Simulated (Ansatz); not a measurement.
# Sc on V(110): change of the work function, part 3 of 5

Wanted: Δφ(θ) for Sc/V(110), starting from the hollow site.

Ansatz 0.2.0; plane-wave DFT, PBEsol, Ansatz PAW (the session's first sound run).

So far, work function, upper face (eV): step 2 (the clean slab) 4.75; step 3 (17 atoms, coverage 0.25 ML, cell 2x2) 2.56.

## Step 4: Adsorbate added, coverage 0.5 ML

System of this step: ScV8 (Sc/V(110)). The cell holds 18 atoms: 16 V and 2 Sc. Its edges and angles: a = 5.231 Å, b = 5.231 Å, c = 27.148 Å, α = 90.0°, β = 90.0°, γ = 70.5°. Vacuum lies along c.

Another coverage, to see how the dipoles act on each other as their distance changes.

The input, input.yaml:

```yaml
crystal:
  lattice:
    - [4.2709249584, -3.02, 0.0]
    - [4.2709249584, 3.02, 0.0]
    - [0.0, 0.0, 27.1477054059]
  atoms:
    - { symbol: V, position: [0.0, 0.0, 0.3315197312] }
    - { symbol: V, position: [0.25, 0.25, 0.4101806142] }
    - { symbol: V, position: [0.0, 0.0, 0.4851315823] }
    - { symbol: V, position: [0.25, 0.25, 0.5555829233] }
    - { symbol: V, position: [0.0, 0.5, 0.3315197312] }
    - { symbol: V, position: [0.25, 0.75, 0.4101806142] }
    - { symbol: V, position: [0.0, 0.5, 0.4851315823] }
    - { symbol: V, position: [0.25, 0.75, 0.5555829233] }
    - { symbol: V, position: [0.5, 0.0, 0.3315197312] }
    - { symbol: V, position: [0.75, 0.25, 0.4101806142] }
    - { symbol: V, position: [0.5, 0.0, 0.4851315823] }
    - { symbol: V, position: [0.75, 0.25, 0.5555829233] }
    - { symbol: V, position: [0.5, 0.5, 0.3315197312] }
    - { symbol: V, position: [0.75, 0.75, 0.4101806142] }
    - { symbol: V, position: [0.5, 0.5, 0.4851315823] }
    - { symbol: V, position: [0.75, 0.75, 0.5555829233] }
    - { symbol: Sc, position: [0.42, 0.42, 0.6684802688] }
    - { symbol: Sc, position: [0.92, 0.92, 0.6684802688] }
kpoints:
  mp_grid: { grid: [6, 6, 1] }
hamiltonian:
  xc: pbesol
scf:
  occupations: { method: fermi_dirac, width: 0.1 }
  convergence: { dr2_threshold: 1.0e-08 }
efield:
  axis: 3
  dipole_correction: true
  ramp_position: 0.97
  ramp_width: 0.06
relax:
  f_tol: 0.02
  max_steps: 60
  constraints: [{ sites: [0, 1, 4, 5, 8, 9, 12, 13] }]
output:
  bader: true
  dos: { projected: true, e_range: [-8, 4] }
  write_potential: true
  write_density: true
  volumetric_format: npy
```

The run is started by

```console
> ansatz run input.yaml --threads 4 --pin off --max-ram 6144MiB --backend cpu --events-out ev --progress --plain --runs-dir out
```

Numbers of over 12 decimals in the logs are rounded to 6 here.

The program printed:

```text
[...]
Crystal: 18 atoms, lattice volume = 700.313 Å³
Basis set: ecut = 420 eV, 13691 PW (Γ), exchange–correlation on 72×72×384 points (8 copies of the dense FFT grid, shifted against one another)
Bands: 138, of which v1, the nominal top of the filled ones, is band 115 counted from 1 (114 counted from 0)
Symmetry: 4 space group operations
[...]
k-points: 13 of 36 (time reversal used)
[...]
SCF iter   1: F=—  HF=-50377.812151 eV  |F-HF|=—  |Δ(HF+E_count)|=         —  Δρ=2.05e-2  dr2=7.57e1  ethr=1.77e-3  p=0.267 e·Å  D=6.90e-2 V/Å  ΔV_dip=-1.87 eV  dr2_dipole=4.33e1  V_vac-E_F(+/−)=3.15/5.02 eV  ⟨swp⟩=10.6  Hψ=8304  notcnv=0
[...]
SCF iter  12: F=-50377.316803 eV  HF=-50377.316803 eV  |F-HF|=1.00e-8  |Δ(HF+E_count)|=   4.80e-8  Δρ=4.87e-7  dr2=4.19e-9  ethr=4.35e-12  p=0.195 e·Å  D=5.05e-2 V/Å  ΔV_dip=-1.37 eV  dr2_dipole=2.18e-10  V_vac-E_F(+/−)=3.52/4.89 eV  ⟨swp⟩=11.4  Hψ=11982  notcnv=0
SCF 1 converged in 12 iterations: F = -50377.316803 eV  dr2 = 4.19e-9
[...]
relax step   1: F+E_penalty+E_count = -50377.31680327 eV  Δ(F+E_penalty+E_count) = +0.000e0 eV  max|allowed force component| = 1.279e0 eV/Å  Δτ_max = 0.0000 Å  (12 SCF iters, accepted)
[...]
SCF iter  12: F=-50377.932518 eV  HF=-50377.932518 eV  |F-HF|=8.40e-9  |Δ(HF+E_count)|=   4.25e-8  Δρ=5.20e-7  dr2=3.35e-9  ethr=4.35e-12  p=0.197 e·Å  D=5.10e-2 V/Å  ΔV_dip=-1.38 eV  dr2_dipole=3.70e-13  V_vac-E_F(+/−)=3.51/4.89 eV  ⟨swp⟩=11.5  Hψ=12329  notcnv=0
SCF 2 converged in 12 iterations: F = -50377.932518 eV  dr2 = 3.35e-9
relax step   2: F+E_penalty+E_count = -50377.93251771 eV  Δ(F+E_penalty+E_count) = -6.157e-1 eV  max|allowed force component| = 1.174e0 eV/Å  Δτ_max = 0.1949 Å  (12 SCF iters, accepted)
SCF iter   1: F=—  HF=-50378.821982 eV  |F-HF|=—  |Δ(HF+E_count)|=         —  Δρ=1.46e-2  dr2=1.21e1  ethr=3.10e-3  p=0.197 e·Å  D=5.10e-2 V/Å  ΔV_dip=-1.38 eV  dr2_dipole=1.98e0  V_vac-E_F(+/−)=3.53/4.91 eV  ⟨swp⟩=4.5  Hψ=4013  notcnv=0
[...]
SCF iter  12: F=-50378.461752 eV  HF=-50378.461752 eV  |F-HF|=1.83e-8  |Δ(HF+E_count)|=   6.50e-8  Δρ=7.62e-7  dr2=5.74e-9  ethr=4.35e-12  p=0.207 e·Å  D=5.34e-2 V/Å  ΔV_dip=-1.45 eV  dr2_dipole=6.71e-10  V_vac-E_F(+/−)=3.43/4.88 eV  ⟨swp⟩=9.3  Hψ=13223  notcnv=0
SCF 3 converged in 12 iterations: F = -50378.461752 eV  dr2 = 5.74e-9
relax step   3: F+E_penalty+E_count = -50378.46175222 eV  Δ(F+E_penalty+E_count) = -5.292e-1 eV  max|allowed force component| = 9.031e-1 eV/Å  Δτ_max = 0.1950 Å  (12 SCF iters, accepted)
[...]
relax step   4: F+E_penalty+E_count = -50378.76731291 eV  Δ(F+E_penalty+E_count) = -3.056e-1 eV  max|allowed force component| = 4.606e-1 eV/Å  Δτ_max = 0.1949 Å  (12 SCF iters, accepted)
[...]
relax step   5: F+E_penalty+E_count = -50378.92325823 eV  Δ(F+E_penalty+E_count) = -1.559e-1 eV  max|allowed force component| = 3.295e-1 eV/Å  Δτ_max = 0.2000 Å  (12 SCF iters, accepted)
[...]
relax step   6: F+E_penalty+E_count = -50379.07379916 eV  Δ(F+E_penalty+E_count) = -1.505e-1 eV  max|allowed force component| = 2.084e-1 eV/Å  Δτ_max = 0.1943 Å  (11 SCF iters, accepted)
[...]
relax step   7: F+E_penalty+E_count = -50379.15712274 eV  Δ(F+E_penalty+E_count) = -8.332e-2 eV  max|allowed force component| = 1.174e-1 eV/Å  Δτ_max = 0.2000 Å  (11 SCF iters, accepted)
[...]
relax step   8: F+E_penalty+E_count = -50379.17128763 eV  Δ(F+E_penalty+E_count) = -1.416e-2 eV  max|allowed force component| = 4.947e-2 eV/Å  Δτ_max = 0.1881 Å  (10 SCF iters, accepted)
SCF iter   1: F=—  HF=-50379.178080 eV  |F-HF|=—  |Δ(HF+E_count)|=         —  Δρ=1.86e-3  dr2=1.70e-1  ethr=1.91e-4  p=0.258 e·Å  D=6.66e-2 V/Å  ΔV_dip=-1.81 eV  dr2_dipole=3.05e-2  V_vac-E_F(+/−)=3.07/4.88 eV  ⟨swp⟩=3.1  Hψ=3142  notcnv=0
[...]
SCF iter  10: F=-50379.173252 eV  HF=-50379.173252 eV  |F-HF|=3.30e-9  |Δ(HF+E_count)|=   1.48e-8  Δρ=2.85e-7  dr2=1.63e-9  ethr=4.35e-12  p=0.257 e·Å  D=6.65e-2 V/Å  ΔV_dip=-1.81 eV  dr2_dipole=5.53e-11  V_vac-E_F(+/−)=3.07/4.88 eV  ⟨swp⟩=9.2  Hψ=10065  notcnv=0
SCF 9 converged in 10 iterations: F = -50379.173252 eV  dr2 = 1.63e-9
relax step   9: F+E_penalty+E_count = -50379.17325241 eV  Δ(F+E_penalty+E_count) = -1.965e-3 eV  max|allowed force component| = 1.360e-2 eV/Å  Δτ_max = 0.0310 Å  (10 SCF iters, accepted)
[...]
WARN: The output density's exchange-correlation potential varies sharply where the density is thin. Do not read a vacuum level from v_tot or v_xc, or from such a field of the output density. On a cell that repeats whose density bears no net charge and no dipole along the vacuum's axis use v_es (v_loc + v_h of the components); under efield.dipole_correction with no amplitude use v_es + v_field, which holds any externa [...]
SCF converged after 10 iterations
Free energy (F): -50379.173252 eV
[...]
Internal energy: -50378.174196 eV  (E = F + TS)
E sigma→0 (E₀):  -50378.673724 eV
Entropy (-TS):   -0.999056 eV (-55.503 meV/atom)
Fermi energy:    3.413955 eV
Dipole field:    D = 0.066534 V/Å  (p = 0.257500 e·Å, saw-weighted, corrected)
Work function:   Φ+ = 3.0721 eV   Φ− = 4.8784 eV
[...]
--- Forces (eV/Å), atoms counted from 1 ---
  atom   1  V     -0.00024870     0.00000000     0.75275239
  atom   2  V      0.00435844     0.00000000    -0.83035142
  atom   3  V     -0.00258783    -0.00000000    -0.00663734
  atom   4  V      0.00059540     0.00000000    -0.00287176
  atom   5  V     -0.00002053     0.00000000     0.80188408
  atom   6  V      0.00398673     0.00000000    -0.70830664
  atom   7  V     -0.01291278     0.00000000    -0.00072347
  atom   8  V      0.01359703    -0.00000000    -0.00477856
  atom   9  V     -0.00002053     0.00000000     0.80188408
  atom  10  V      0.00398673     0.00000000    -0.70830664
  atom  11  V     -0.01291278     0.00000000    -0.00072347
  atom  12  V      0.01359703    -0.00000000    -0.00477856
  atom  13  V     -0.00024870     0.00000000     0.75275239
  atom  14  V      0.00435844     0.00000000    -0.83035142
  atom  15  V     -0.00258783    -0.00000000    -0.00663734
  atom  16  V      0.00059540     0.00000000    -0.00287176
  atom  17  Sc    -0.00677039     0.00000000    -0.00095823
  atom  18  Sc    -0.00677039     0.00000000    -0.00095823
  max |Σ_I F_I| component: 1.81e-5 eV/Å
--- Band table (eV; the first three rows and the last of 13) ---
  k-point 0: bands = [... 111 lower, 3.5139, 3.7413, 3.7423, 3.7638, 3.7783, 3.8390, 3.8415, 3.9367, ... 19 higher]
  k-point 1: bands = [... 111 lower, 3.4075, 3.5539, 3.6240, 3.6639, 3.7035, 3.7370, 3.7892, 3.8135, ... 19 higher]
  k-point 2: bands = [... 111 lower, 3.1825, 3.2000, 3.2540, 3.3937, 3.4214, 3.4261, 3.4578, 3.5285, ... 19 higher]
  k-point 12: bands = [... 111 lower, 3.2983, 3.3515, 3.3579, 3.4918, 3.5969, 3.6199, 3.6285, 3.6359, ... 19 higher]
--- Relaxed structure (9 steps of the walk, 9 accepted, 0 SCFs on fresh bases) ---
  F+E_penalty+E_count = -50379.17325241 eV   max|allowed force component| = 1.360e-2 eV/Å
  atoms:
    - { symbol: V, position: [0.0, 0.0, 0.331520] }
    - { symbol: V, position: [0.25, 0.25, 0.410181] }
    - { symbol: V, position: [0.000177258, 0.000177258, 0.484379] }
    - { symbol: V, position: [0.250252, 0.250252, 0.561435] }
    - { symbol: V, position: [0.0, 0.5, 0.331520] }
    - { symbol: V, position: [0.250000, 0.75, 0.410181] }
    - { symbol: V, position: [0.000277017, 0.500277, 0.485475] }
    - { symbol: V, position: [0.249966, 0.749966, 0.555265] }
    - { symbol: V, position: [0.5, 0.0, 0.331520] }
    - { symbol: V, position: [0.75, 0.250000, 0.410181] }
    - { symbol: V, position: [0.500277, 0.000277017, 0.485475] }
    - { symbol: V, position: [0.749966, 0.249966, 0.555265] }
    - { symbol: V, position: [0.5, 0.5, 0.331520] }
    - { symbol: V, position: [0.75, 0.75, 0.410181] }
    - { symbol: V, position: [0.500177, 0.500177, 0.484379] }
    - { symbol: V, position: [0.750252, 0.750252, 0.561435] }
    - { symbol: Sc, position: [0.500771, 0.500771, 0.635570] }
    - { symbol: Sc, position: [1.000771, 1.000771, 0.635570] }
--- Bader charges: 18 sites ---
  site symbol  charge [e]  shift [e]
     0      V     -0.0849     0.0001
     1      V      0.0722     0.0000
     2      V      0.0397     0.0003
     3      V     -0.1975     0.0004
     4      V     -0.0815     0.0001
     5      V      0.0855     0.0001
     6      V      0.0526     0.0001
     7      V     -0.4197     0.0007
     8      V     -0.0815     0.0001
     9      V      0.0855     0.0001
    10      V      0.0526     0.0001
    11      V     -0.4198     0.0007
    12      V     -0.0849     0.0001
    13      V      0.0723     0.0000
    14      V      0.0397     0.0003
    15      V     -0.1975     0.0004
    16     Sc      0.5336     0.0000
    17     Sc      0.5336     0.0000
  estimated error of the sums over rays = 8.0e-4 e
```

Wall time 8.6 min (4 threads of Intel Xeon Platinum 8259CL at 2.50GHz (Skylake/Cascade Lake), shared host); peak memory 3.1 GiB; 33 min of CPU time.

Step by step:

```csv
step,energy less that of the first step (eV),largest force component (eV/Å)
1,0.0000,1.2785
2,-0.6157,1.1737
3,-1.1449,0.9031
4,-1.4505,0.4606
5,-1.6065,0.3295
6,-1.7570,0.2084
7,-1.8403,0.1174
8,-1.8545,0.0495
9,-1.8564,0.0136
```

Forces are held to the 4 operations that the run works with; a distortion that breaks them can't arise in this run.

The atoms that moved most (Å):

```csv
atom,dx,dy,dz,length
Sc18,0.690,0.000,-0.893,1.129
Sc17,0.690,0.000,-0.893,1.129
V4,0.002,0.000,0.159,0.159
V16,0.002,0.000,0.159,0.159
V3,0.002,0.000,-0.020,0.020
V15,0.002,0.000,-0.020,0.020
V7,0.002,0.000,0.009,0.010
V11,0.002,0.000,0.009,0.010
```

Final coordinates:

```cif
data_structure
_symmetry_space_group_name_H-M 'P 1'
_symmetry_Int_Tables_number 1
_cell_length_a 5.2308
_cell_length_b 5.2308
_cell_length_c 27.1477
_cell_angle_alpha 90.000
_cell_angle_beta 90.000
_cell_angle_gamma 70.529
_cell_volume 700.31
loop_
_atom_site_label
_atom_site_type_symbol
_atom_site_fract_x
_atom_site_fract_y
_atom_site_fract_z
_atom_site_occupancy
V1 V 0.00000 0.00000 0.33152 1
V2 V 0.25000 0.25000 0.41018 1
V3 V 0.00018 0.00018 0.48438 1
V4 V 0.25025 0.25025 0.56143 1
V5 V 0.00000 0.50000 0.33152 1
V6 V 0.25000 0.75000 0.41018 1
V7 V 0.00028 0.50028 0.48548 1
V8 V 0.24997 0.74997 0.55526 1
V9 V 0.50000 0.00000 0.33152 1
V10 V 0.75000 0.25000 0.41018 1
V11 V 0.50028 0.00028 0.48548 1
V12 V 0.74997 0.24997 0.55526 1
V13 V 0.50000 0.50000 0.33152 1
V14 V 0.75000 0.75000 0.41018 1
V15 V 0.50018 0.50018 0.48438 1
V16 V 0.75025 0.75025 0.56143 1
Sc17 Sc 0.50077 0.50077 0.63557 1
Sc18 Sc 0.00077 0.00077 0.63557 1
```

Numbers from this step:

| Item | Value |
| --- | --- |
| energy at zero smearing | -50378.6737 eV |
| work function, upper face | 3.072 eV |
| work function, lower face | 4.878 eV |
| dipole along the normal | 0.2575 e·Å |
| step between the vacuum levels | -1.806 eV |

Running mean over 2.135 Å of the planar mean; the ramp of the sawtooth is left out. Table of electron's electrostatic potential energy less the Fermi level by z:

```csv
z (Å),electron's electrostatic potential energy less the Fermi level (eV)
3.5,4.88
4.0,4.88
4.5,4.87
5.0,4.87
5.5,4.84
6.0,4.75
6.5,4.46
7.0,3.60
7.5,1.05
8.0,-2.92
8.5,-6.46
9.0,-7.80
9.5,-7.79
10.0,-7.68
10.5,-7.65
11.0,-7.71
11.5,-8.10
12.0,-8.41
12.5,-8.35
13.0,-8.00
13.5,-8.32
14.0,-8.71
14.5,-8.61
15.0,-8.06
15.5,-7.60
16.0,-6.64
16.5,-5.68
17.0,-4.68
17.5,-4.24
18.0,-2.98
18.5,-0.494
19.0,1.51
19.5,2.44
20.0,2.81
20.5,2.97
21.0,3.03
21.5,3.06
22.0,3.07
22.5,3.07
23.0,3.07
23.5,3.07
24.0,3.07
```

The density of states has structure finer than the step of the table below, so its rows give means over 0.25 eV, whole bins alone (the curve runs from -8 to 1.14 eV). Peaks (eV: height): -1.200: 45.6, -1.080: 42.3, -0.990: 47.3, -0.630: 43.4, -0.330: 41.6, -0.240: 62.4, -0.060: 43.3.

Density of states against energy, zero at the Fermi level; means over each step:

```csv
energy (eV),density of states (states/eV a cell)
-6.50,0
-6.25,0.373
-6.00,0.949
-5.75,0.983
-5.50,1.02
-5.25,1.23
-5.00,2.35
-4.75,2.51
-4.50,2.90
-4.25,1.71
-4.00,2.61
-3.75,5.50
-3.50,5.50
-3.25,6.16
-3.00,16.1
-2.75,13.6
-2.50,21.5
-2.25,22.2
-2.00,21.2
-1.75,17.3
-1.50,16.4
-1.25,27.2
-1.00,35.6
-0.75,32.3
-0.50,36.1
-0.25,37.9
0.00,32.0
0.25,25.7
0.50,17.8
0.75,20.1
1.00,18.6
```

Projected DOS per atom over height of the atomic layer and energy from the Fermi level. Layers: V4 V4 V4 V4 Sc2 from below.

Ten even steps from '_' (0.00 states/eV) to '@' (2.51 states/eV), each cell a mean:
```
==::::==%%
--::::==##
##====++%%
@@****##**
@@****##--
%%%%##**::
::--==++--
====--++--
==++++++::
::==++--..
..::::..__
........__
__________
__________
__________
__________
__________
__________
__________
__________
__________
__________
```
Columns: height of the atomic layer (Å) from 9 to 17.3; rows upwards: energy from the Fermi level (eV) from -7.96 to 1.15.

The relaxation took 9 steps and lowered the energy by 1.9 eV; the largest force on the free atoms ends at 0.014 eV/Å.

The covered face has 3.07 eV, -1.68 eV against the clean one; the bare back face has moved by -0.01 eV, a measure of how thin the slab is.

## Step 5: Work function against coverage

This step: plane-wave DFT, PBEsol, Ansatz PAW; work function against coverage (Ansatz 0.2.0).

The runs are now put side by side.

Numbers from this step:

```
work function of the clean face     : 4.755 eV
largest change of the work function : -2.198 eV
```

Table of work function of the covered face by coverage:

```csv
coverage (adsorbates/nm²),work function of the covered face (eV)
0.00,4.75
3.88,2.56
7.75,3.07
```

The dipole per adsorbate comes from the change of the cell's dipole. Coverage, by row:

```csv
coverage (1/nm²),coverage (ML),work function (eV),change (eV),"dipole per adsorbate, positive end outwards (debye)",mean height of the added atoms over the highest substrate atom (Å)
3.877,0.25,2.557,-2.198,1.501,1.996
7.753,0.5,3.072,-1.683,0.572,2.013
```

## Step 6: The 0.25 ML cell at another level of theory, cutoff 420 eV, functional LDA

This step: plane-wave DFT, LDA, Ansatz PAW (Ansatz 0.2.0).

System of this step: ScV16 (Sc/V(110)). The cell holds 17 atoms: 16 V and 1 Sc. Cell: a = 5.231 Å, b = 5.231 Å, c = 27.148 Å, α = 90.0°, β = 90.0°, γ = 70.5°. Vacuum lies along c.

The geometry is kept and the functional is LDA.

The input, input.yaml:

```yaml
crystal:
  lattice:
    - [4.2709249584, -3.02, 0.0]
    - [4.2709249584, 3.02, 0.0]
    - [0.0, 0.0, 27.1477054059]
  atoms:
    - { symbol: V, position: [0.0, 0.0, 0.3315197312] }
    - { symbol: V, position: [0.25, 0.25, 0.4101806142] }
    - { symbol: V, position: [0.0001719075, 0.0001719075, 0.4850172516] }
    - { symbol: V, position: [0.2516477153, 0.2516477153, 0.5598780753] }
    - { symbol: V, position: [0.0, 0.5, 0.3315197312] }
    - { symbol: V, position: [0.25, 0.75, 0.4101806142] }
    - { symbol: V, position: [0.000204622, 0.5001210006, 0.4855154512] }
    - { symbol: V, position: [0.2498321315, 0.7508681021, 0.5547279277] }
    - { symbol: V, position: [0.5, 0.0, 0.3315197312] }
    - { symbol: V, position: [0.75, 0.25, 0.4101806142] }
    - { symbol: V, position: [0.5001210006, 0.000204622, 0.4855154512] }
    - { symbol: V, position: [0.7508681021, 0.2498321315, 0.5547279277] }
    - { symbol: V, position: [0.5, 0.5, 0.3315197312] }
    - { symbol: V, position: [0.75, 0.75, 0.4101806142] }
    - { symbol: V, position: [0.500130364, 0.500130364, 0.4841358107] }
    - { symbol: V, position: [0.749127273, 0.749127273, 0.5597831529] }
    - { symbol: Sc, position: [0.5014013637, 0.5014013637, 0.6334186226] }
kpoints:
  mp_grid: { grid: [6, 6, 1] }
hamiltonian:
  xc: lda
scf:
  occupations: { method: fermi_dirac, width: 0.1 }
  convergence: { dr2_threshold: 1.0e-08 }
efield:
  axis: 3
  dipole_correction: true
  ramp_position: 0.97
  ramp_width: 0.06
output:
  write_potential: true
  write_density: true
  volumetric_format: npy
```

The program printed:

```text
[...]
Crystal: 17 atoms, lattice volume = 700.313 Å³
Basis set: ecut = 420 eV, 13691 PW (Γ)
Bands: 132, of which v1, the nominal top of the filled ones, is band 110 counted from 1 (109 counted from 0)
Symmetry: 2 space group operations
[...]
k-points: 13 of 36 (time reversal used)
[...]
SCF iter   1: F=—  HF=-47847.264415 eV  |F-HF|=—  |Δ(HF+E_count)|=         —  Δρ=1.43e-2  dr2=2.65e1  ethr=1.77e-3  p=0.362 e·Å  D=9.35e-2 V/Å  ΔV_dip=-2.54 eV  dr2_dipole=1.11e1  V_vac-E_F(+/−)=2.67/5.21 eV  ⟨swp⟩=10.2  Hψ=8479  notcnv=0
[...]
SCF iter  10: F=-47847.023268 eV  HF=-47847.023268 eV  |F-HF|=4.87e-10  |Δ(HF+E_count)|=   3.23e-8  Δρ=6.46e-7  dr2=5.18e-9  ethr=4.57e-12  p=0.323 e·Å  D=8.35e-2 V/Å  ΔV_dip=-2.27 eV  dr2_dipole=8.31e-12  V_vac-E_F(+/−)=2.74/5.01 eV  ⟨swp⟩=9.4  Hψ=4547  notcnv=0
SCF 1 converged in 10 iterations: F = -47847.023268 eV  dr2 = 5.18e-9
[...]
SCF converged after 10 iterations
Free energy (F): -47847.023268 eV
[...]
Internal energy: -47846.121811 eV  (E = F + TS)
E sigma→0 (E₀):  -47846.572539 eV
Entropy (-TS):   -0.901456 eV (-53.027 meV/atom)
Fermi energy:    2.942565 eV
Dipole field:    D = 0.083500 V/Å  (p = 0.323161 e·Å, saw-weighted, corrected)
Work function:   Φ+ = 2.7449 eV   Φ− = 5.0118 eV
[...]
--- Band table (eV; the first three rows and the last of 13) ---
  k-point 0: bands = [... 106 lower, 3.2087, 3.2235, 3.2498, 3.3904, 3.4836, 3.5012, 3.5742, 3.6148, ... 18 higher]
  k-point 1: bands = [... 106 lower, 2.9854, 3.1905, 3.2620, 3.2829, 3.3324, 3.3541, 3.4035, 3.4638, ... 18 higher]
  k-point 2: bands = [... 106 lower, 2.7027, 2.7332, 2.8475, 2.9475, 2.9840, 3.0058, 3.0294, 3.1191, ... 18 higher]
  k-point 12: bands = [... 106 lower, 2.7471, 2.9129, 3.0589, 3.0777, 3.1374, 3.1404, 3.1519, 3.2407, ... 18 higher]
```

Wall time 60 s (4 threads); peak memory 2.8 GiB.

The column dr2 measures how far the density is from self-consistency, as an energy; F and HF (Harris–Foulkes) agree once it is small.

This step gave:

```
energy at zero smearing        : -47846.5725 eV
work function, upper face      : 2.745 eV
work function, lower face      : 5.012 eV
dipole along the normal        : 0.3232 e·Å
step between the vacuum levels : -2.267 eV
```

The work function comes to 2.74 eV, +0.19 eV from the first level.

[end of part 3 of 5]

[Logs are printed without paths, hosts, clocks, repeated set-up lines and the standing remarks that a program may print on its own settings, such as how far it seeks lower states.]

[Hosts, paths, dates, database ids (printed as entryN), source tags and the programs' standing remarks are cut or masked in the printed files.]

[Maps of the electrostatic potential energy from Ansatz leave out the sawtooth potential of an applied field or a dipole correction, so their vacuum need not be flat; planar profiles and work functions include it.]
